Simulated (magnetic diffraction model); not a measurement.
# Magnetic neutron pattern of Tb2Hf5Ge3Pt4

Space group C2/c (no. 15), a = 14.2340 Å, b = 8.1970 Å, c = 10.5590 Å, β = 117.30°.

```
site  atom       x       y       z
  8f    Pt  0.8884  0.0859  0.4250
  8f    Pt  0.2812  0.4166  0.5855
  8f    Hf  0.9399  0.4137  0.5777
  4e    Hf       0  0.8690     3/4
  8f    Hf  0.8960  0.1931  0.7639
  8f    Tb  0.8307  0.4043  0.2490
  4c    Ge     1/4     3/4     1/2
  8f    Ge  0.9115  0.2675  0.0015
```

The compound is invented for this exercise: a known structure type with other elements, its cell scaled to their sizes and not relaxed.

Only Tb is taken to order (form factors of Tb3+); orders and moment sizes are assumed, and not adapted to the symmetry. Radiation: neutrons of λ = 2.567 Å, 8° to 45°; isotropic B of 0.49 Å² (Pt), 0.48 Å² (Hf), 0.45 Å² (Tb) and 0.49 Å² (Ge). The intensities are simulated: I ∝ L Σ (|F_N|² + |F_M⊥|²) for unpolarised neutrons, with F_M = 2.695 fm/μB × Σ f(s) S exp(2πi Q·r) exp(−B s²) at Q = H ± k (one set where k and −k are equivalent), only the part normal to Q counting and L = 1/(sin²θ cos θ). For collinear order S is the moment m, which repeats by lattice and centring translations R with the sign exp(−2πi k·R). Form factors are spin-only for 3d ions and dipole or tabulated for f ions, scattering lengths are Sears's of 1992, and absorption is left out. A label names one of the reflections at its angle. The strongest nuclear line in the range is 100, and lines under 0.2 are left out.

Assume the order k = (0 1 0), collinear moments along [001], 4.67 μB on Tb; signs + at (0.8307, 0.4043, 0.2490), − at (0.1693, 0.5957, 0.7510), − at (0.3307, 0.0957, 0.7490), + at (0.6693, 0.9043, 0.2510).

Q: Where does magnetic intensity appear, and how strong is it?

```csv
2θ (°),index,nuclear,magnetic
11.65,(1 0 0),0.0,1325.0
21.51,(1 1 0),52.8,0.0
23.30,(1 1 -1),0.2,0.0
28.10,(2 1 -1),0.0,99.6
28.28,(1 0 -2),0.0,2.0
29.57,(2 0 -2),3.5,0.0
29.70,(2 1 0),0.0,249.5
29.83,(1 1 1),2.6,0.0
31.75,(0 0 2),100.0,0.0
33.74,(1 1 -2),11.1,0.0
34.84,(2 1 -2),0.0,61.6
35.45,(3 0 0),0.0,0.4
36.43,(3 1 -1),0.5,0.0
36.50,(0 2 0),8.2,0.0
38.44,(1 2 0),0.0,29.1
38.72,(2 1 1),0.0,57.4
38.85,(1 0 2),0.0,51.9
39.53,(1 2 -1),0.0,159.3
39.76,(3 1 -2),23.7,0.0
39.97,(0 2 1),20.9,0.0
40.04,(3 1 0),29.9,0.0
42.69,(2 2 -1),21.0,0.0
43.13,(1 1 2),1.8,0.0
43.57,(4 0 -2),31.9,0.0
43.82,(2 2 0),23.8,0.0
43.91,(1 2 1),0.0,132.1
```

The strongest magnetic line in the range is (1 0 0) at 11.65° (1325.0). On top of the Lorentz factor, which all lines share, magnetic lines fade with angle because f falls: for Tb3+ it is 0.95, 0.82, 0.66 and 0.36 at sin θ/λ = 0.1, 0.2, 0.3 and 0.5 Å⁻¹, while nuclear lengths stay constant. The order has no net moment.

[Logs are printed without paths, hosts, clocks, repeated set-up lines and the standing remarks that a program may print on its own settings, such as how far it seeks lower states.]
